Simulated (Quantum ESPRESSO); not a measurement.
# Easy axis of FePt (Tetraferroplatinum) with Quantum ESPRESSO, part 2 of 2

Aim: the energy of FePt (Tetraferroplatinum) with its moments along several crystal axes.

Quantum ESPRESSO 7.5; PBE; plane waves with PseudoDojo 0.4.1 SR PBE standard potentials, then spin–orbit coupling on the fully relativistic files of the same set.

So far: The starting structure; Collinear run on scalar-relativistic files; One pass along [001] on 13×13×13; One pass along [100] on 13×13×13; The smearing term; Shares of the atoms.

## 7. Spin–orbit coupling, moments along [001]

Level of this step: PBE; plane waves with PseudoDojo 0.4 FR PBE standard potentials, spin-orbit coupling (Quantum ESPRESSO).

Fully relativistic PseudoDojo files and two-component spinors; the moments start along the axis and are free to turn.

Contents of pw.in:

```
&CONTROL
  calculation = 'scf'
  prefix = 'pwscf'
  outdir = './tmp'
  pseudo_dir = './pseudo_fr'
  disk_io = 'nowf'
/
&SYSTEM
  ibrav = 0
  celldm(1) = 8
  nat = 2
  ntyp = 2
  ecutwfc = 90
  nbnd = 48
  occupations = 'smearing'
  smearing = 'fd'
  degauss = 0.00734986
  noncolin = .true.
  lspinorb = .true.
  starting_magnetization(1) = 0.175
  angle1(1) = 0
  angle2(1) = 0
  starting_magnetization(2) = 0
/
&ELECTRONS
  conv_thr = 4d-11
  electron_maxstep = 150
  mixing_beta = 0.3
/
ATOMIC_SPECIES
Fe     55.8450 Fe.upf
Pt    195.0840 Pt.upf
CELL_PARAMETERS alat
   0.6433336375523    0.0000000000000    0.0000000000000
   0.0000000000000    0.6433336375523    0.0000000000000
   0.0000000000000    0.0000000000000    0.8787226479510
ATOMIC_POSITIONS crystal
Fe      0.0000000000    0.0000000000    0.0000000000
Pt      0.5000000000    0.5000000000    0.5000000000
K_POINTS automatic
10 10 10 0 0 0
HUBBARD {ortho-atomic}
U Fe-3d 0.0001
U Pt-5d 0.0001
```

Command:

```console
$ OMP_NUM_THREADS=1 mpirun -n 4 pw.x -nk 4 -in pw.in > pw.out
```

Output:

```text
[banner, memory and clock lines left out]
Program PWSCF v.7.5 starts

     Fixed quantization axis for GGA:     0.000000    0.000000    1.000000
     Message from routine setup:
     using ibrav=0 with symmetry is DISCOURAGED, use correct ibrav instead

     bravais-lattice index     =            0
     lattice parameter (alat)  =       8.0000  a.u.
     unit-cell volume          =     186.2063 (a.u.)^3
     number of atoms/cell      =            2
     number of atomic types    =            2
     number of electrons       =        34.00
     number of Kohn-Sham states=           48
     kinetic-energy cutoff     =      90.0000  Ry
     charge density cutoff     =     360.0000  Ry
     scf convergence threshold =      4.0E-11
     mixing beta               =       0.3000
     number of iterations used =            8  plain     mixing
     Exchange-correlation= PBE
                           (   1   4   3   4   0   0   0)
     Noncollinear calculation with spin-orbit

     Hubbard projectors: ortho-atomic
     Hubbard parameters of DFT+U (Dudarev formulation) in eV:
     U(Fe-3d) =  0.0001
     U(Pt-5d) =  0.0001

     Internal variables: lda_plus_u =T, lda_plus_u_kind = 0

     Internal variables: orbital_resolved =F, hub_pot_fix =F, apply_U = F

     [... lines left out ...]
     PseudoPot. # 1 for Fe read from file:
     Fe.upf
     Pseudo is Norm-conserving + core correction, Zval = 16.0

     PseudoPot. # 2 for Pt read from file:
     Pt.upf
     Pseudo is Norm-conserving + core correction, Zval = 18.0

     atomic species   valence    mass     pseudopotential
     Fe               16.00    55.84500     Fe( 1.00)
     Pt               18.00   195.08400     Pt( 1.00)

     16 Sym. Ops., with inversion, found

   Cartesian axes

     site n.     atom                  positions (alat units)
         1        Fe     tau(   1) = (   0.0000000   0.0000000   0.0000000  )
         2        Pt     tau(   2) = (   0.3216668   0.3216668   0.4393613  )

     number of k points=   126  Fermi-Dirac smearing, width (Ry)=  0.0073

     Number of k-points >= 100: set verbosity='high' to print them.

     Dense  grid:    21511 G-vectors     FFT dimensions: (  32,  32,  45)

     Generating pointlists ...
     new r_m :   0.2609 (alat units)  2.0870 (a.u.) for type    1
     new r_m :   0.2609 (alat units)  2.0870 (a.u.) for type    2

     Initial potential from superposition of free atoms

     starting charge      33.9995, renormalised to      34.0000

     STARTING HUBBARD OCCUPATIONS:

     ================= HUBBARD OCCUPATIONS ================
     ------------------------ ATOM    1 ------------------------
     Tr[ns(  1)] (up, down, total) =   5.00000  1.00000  6.00000
     [... lines left out ...]
     Atomic magnetic moment mx, my, mz =     0.000000    0.000000    4.000000
     ------------------------ ATOM    2 ------------------------
     Tr[ns(  2)] (up, down, total) =   4.50000  4.50000  9.00000
     [... lines left out ...]
     Atomic magnetic moment mx, my, mz =     0.000000    0.000000    0.000000

     Number of occupied Hubbard levels =   15.0000

     atom number    1 relative position :    0.0000   0.0000   0.0000
     charge :    14.715764  (integrated on a sphere of radius 0.261)
     magnetization :          0.000000    0.000000    2.513562
     magnetization/charge:    0.000000    0.000000    0.170807
     polar coord.: r, theta, phi [deg] :     2.513562    0.000000  360.000000

     atom number    2 relative position :    0.3217   0.3217   0.4394
     charge :    16.093689  (integrated on a sphere of radius 0.261)
     magnetization :          0.000000    0.000000    0.060722
     magnetization/charge:    0.000000    0.000000    0.003773
     polar coord.: r, theta, phi [deg] :     0.060722    0.000000  360.000000

     Atomic wfc used for Hubbard projectors are orthogonalized

     Starting wfcs are   40 randomized atomic wfcs +    8 random wfcs

     Self-consistent Calculation

     iteration #  1     ecut=    90.00 Ry     beta= 0.30
     Davidson diagonalization with overlap
     ethr =  1.00E-02,  avg # of iterations =  4.4

     ================= HUBBARD OCCUPATIONS ================
     ------------------------ ATOM    1 ------------------------
     Tr[ns(  1)] (up, down, total) =   4.77001  3.43717  8.20717
     [... lines left out ...]
     Atomic magnetic moment mx, my, mz =    -0.000000   -0.000000    1.332842
     ------------------------ ATOM    2 ------------------------
     Tr[ns(  2)] (up, down, total) =   3.77216  3.56057  7.33272
     [... lines left out ...]
     Atomic magnetic moment mx, my, mz =    -0.000000   -0.000000    0.211593

     Number of occupied Hubbard levels =   15.5399

     total energy              =    -511.24921205 Ry
     estimated scf accuracy    <       2.63958786 Ry

     total magnetization       =    -0.00     0.00     1.53 Bohr mag/cell
     absolute magnetization    =     1.62 Bohr mag/cell

     [... further iterations left out ...]

     iteration # 16     ecut=    90.00 Ry     beta= 0.30
     Davidson diagonalization with overlap
     ethr =  1.64E-13,  avg # of iterations =  2.1

     atom number    1 relative position :    0.0000   0.0000   0.0000
     charge :    14.719654  (integrated on a sphere of radius 0.261)
     magnetization :          0.000000   -0.000000    3.027583
     magnetization/charge:    0.000000   -0.000000    0.205683
     polar coord.: r, theta, phi [deg] :     3.027583    0.000000  360.000000

     atom number    2 relative position :    0.3217   0.3217   0.4394
     charge :    15.784827  (integrated on a sphere of radius 0.261)
     magnetization :          0.000000    0.000000    0.389501
     magnetization/charge:    0.000000    0.000000    0.024676
     polar coord.: r, theta, phi [deg] :     0.389501    0.000000  360.000000

     End of self-consistent calculation

     ================= HUBBARD OCCUPATIONS ================
     ------------------------ ATOM    1 ------------------------
     Tr[ns(  1)] (up, down, total) =   4.85281  1.78545  6.63826
     [... lines left out ...]
     Atomic magnetic moment mx, my, mz =    -0.000000   -0.000000    3.067361
     ------------------------ ATOM    2 ------------------------
     Tr[ns(  2)] (up, down, total) =   4.70046  4.27302  8.97347
     [... lines left out ...]
     Atomic magnetic moment mx, my, mz =    -0.000000   -0.000000    0.427439

     Number of occupied Hubbard levels =   15.6117

     Number of k-points >= 100: set verbosity='high' to print the bands.

     the Fermi energy is    20.7699 ev

!    total energy              =    -512.31387340 Ry
     estimated scf accuracy    <          1.6E-11 Ry
     smearing contrib. (-TS)   =      -0.00313338 Ry
     internal energy E=F+TS    =    -512.31074002 Ry

     The total energy is F=E-TS. E is the sum of the following terms:
     one-electron contribution =    -162.75477600 Ry
     hartree contribution      =     102.73434172 Ry
     xc contribution           =     -83.31429786 Ry
     ewald contribution        =    -368.97601571 Ry
     Hubbard energy            =       0.00000783 Ry

     total magnetization       =    -0.00    -0.00     3.35 Bohr mag/cell
     absolute magnetization    =     3.53 Bohr mag/cell

     convergence has been achieved in  16 iterations
```

Run time: 3.4 min. Hardware: 4 MPI ranks of Arm Neoverse V1, shared host; peak memory 1.3 GiB; 14 min of CPU time.

Spin moment in the atom's sphere by atom:

```tsv
atom	x (μB)	y (μB)	z (μB)	size
Fe1	0.00	0.00	3.03	3.03
Pt2	0.00	0.00	0.39	0.39
```

This step gave:

```
smearing term TS       : 0.04263 eV
magnetization          : 0, 0, 3.35 μB
absolute magnetization : 3.531 μB
final state            : ferromagnetic
```

Orbital moments, from the spinor occupation matrices of the projected shells that the run saves (a U of 0.0001 eV is typed only to have them written):

```tsv
atom	spin moment along the axis, in the sphere (μB)	orbital moment along the axis, projected shell (μB)
Fe1	3.028	0.074
Pt2	0.390	0.070
```

## 8. Spin–orbit coupling, moments along [100]

pw.in: that of step 7 with these lines changed.

```diff
@@ -20,3 +20,3 @@
   starting_magnetization(1) = 0.175
-  angle1(1) = 0
+  angle1(1) = 90
   angle2(1) = 0
```

Output:

```text
     [... lines left out ...]
Program PWSCF v.7.5 starts
     [... lines left out ...]
     number of atoms/cell      =            2
     [... lines left out ...]
     number of electrons       =        34.00
     number of Kohn-Sham states=           48
     kinetic-energy cutoff     =      90.0000  Ry
     charge density cutoff     =     360.0000  Ry
     scf convergence threshold =      4.0E-11
     [... lines left out ...]
     Noncollinear calculation with spin-orbit
     [... lines left out ...]
      8 Sym. Ops., with inversion, found
     [... lines left out ...]
     number of k points=   216  Fermi-Dirac smearing, width (Ry)=  0.0073
     [... lines left out ...]
     iteration # 16     ecut=    90.00 Ry     beta= 0.30
     [... lines left out ...]
     atom number    1 relative position :    0.0000   0.0000   0.0000
     [... lines left out ...]
     magnetization :          3.028778   -0.000000    0.000000
     [... lines left out ...]
     atom number    2 relative position :    0.3217   0.3217   0.4394
     [... lines left out ...]
     magnetization :          0.389614    0.000000    0.000000
     [... lines left out ...]
     Tr[ns(  1)] (up, down, total) =   3.31885  3.31885  6.63769
     [... lines left out ...]
     Tr[ns(  2)] (up, down, total) =   4.48718  4.48718  8.97436
     [... lines left out ...]
     the Fermi energy is    20.7643 ev
!    total energy              =    -512.31368677 Ry
     estimated scf accuracy    <          1.6E-11 Ry
     smearing contrib. (-TS)   =      -0.00315788 Ry
     [... lines left out ...]
     total magnetization       =     3.35    -0.00     0.00 Bohr mag/cell
     absolute magnetization    =     3.53 Bohr mag/cell
     convergence has been achieved in  16 iterations
```

Wall time 5.9 min (4 MPI ranks); peak memory 2 GiB; 23 min of CPU time.

Spin moment in the atom's sphere by atom:

```tsv
atom	x (μB)	y (μB)	z (μB)	size
Fe1	3.03	0.00	0.00	3.03
Pt2	0.39	0.00	0.00	0.39
```

Numbers from this step:

```
smearing term TS       : 0.04297 eV
magnetization          : 3.35, 0, 0 μB
absolute magnetization : 3.533 μB
final state            : ferromagnetic
```

Orbital moments, from the spinor occupation matrices of the projected shells that the run saves:

```tsv
atom	spin moment along the axis, in the sphere (μB)	orbital moment along the axis, projected shell (μB)
Fe1	3.029	0.076
Pt2	0.390	0.079
```

## 9. The axes together

A pass yields neither state nor moment: for the force theorem these columns are the collinear run's. Anisotropy, by row:

```tsv
way	mesh	axis	state	energy less the first axis' (meV a primitive cell)	largest spin moment (μB)	CPU time (s)
force theorem	13x13x13	[001]	ferromagnetic	0	3.047	626.8
force theorem	13x13x13	[100]	ferromagnetic	2.536	3.047	1113
self-consistent	10x10x10	[001]	ferromagnetic	0	3.028	824.9
self-consistent	10x10x10	[100]	ferromagnetic	2.539	3.029	1410
```

## 10. Summary of results

```
state                                            : ferromagnetic
largest spin moment                              : 3.03 μB
easy axis of those tried, on this mesh           : [001]
energy along [100] less [001] (self-consistent)  : 2.54 meV a primitive cell, 15 MJ/m³
orbital moment of Fe1 along its spin, axis [001] : 0.0736 μB
```

In words: On 13×13×13, leaving out the smearing term would shift a difference by 0.34 meV, against 2.5 meV for the largest. On 13×13×13, in the projected sum for [100] the largest share falls on Fe1; the shares lack the smearing term and what the atomic orbitals miss, so they do not add up to the whole. The orbital moment of the largest spin is parallel to it; semilocal functionals usually give too small a size. On this mesh the moments prefer [001] among the axes tried. One mesh cannot show that the size is converged, and with itinerant moments even the sign can change with the mesh. Self-consistent runs on 10×10×10 give 2.5 meV in 37 min of CPU time; the passes of the force theorem on 13×13×13 give 2.5 meV in 29 min. Shape anisotropy is not included. The moments were started parallel in the primitive cell; if the crystal orders otherwise, its anisotropy is another. Energies are free energies at an electronic temperature of 1160 K, which lowers moments and differences where the moments are itinerant.

[Logs and program files are shortened in this print: banners, set-up blocks, solver, clock and traceback lines can be left out without a mark of their own.]

[Logs are printed without paths, hosts, clocks, repeated set-up lines and the standing remarks that a program may print on its own settings, such as how far it seeks lower states.]

[Hosts, paths, dates, database ids (printed as entryN), source tags and the programs' standing remarks are cut or masked in the printed files.]

[Where a cell is said to come from a database of computed structures, the database is the Materials Project.]
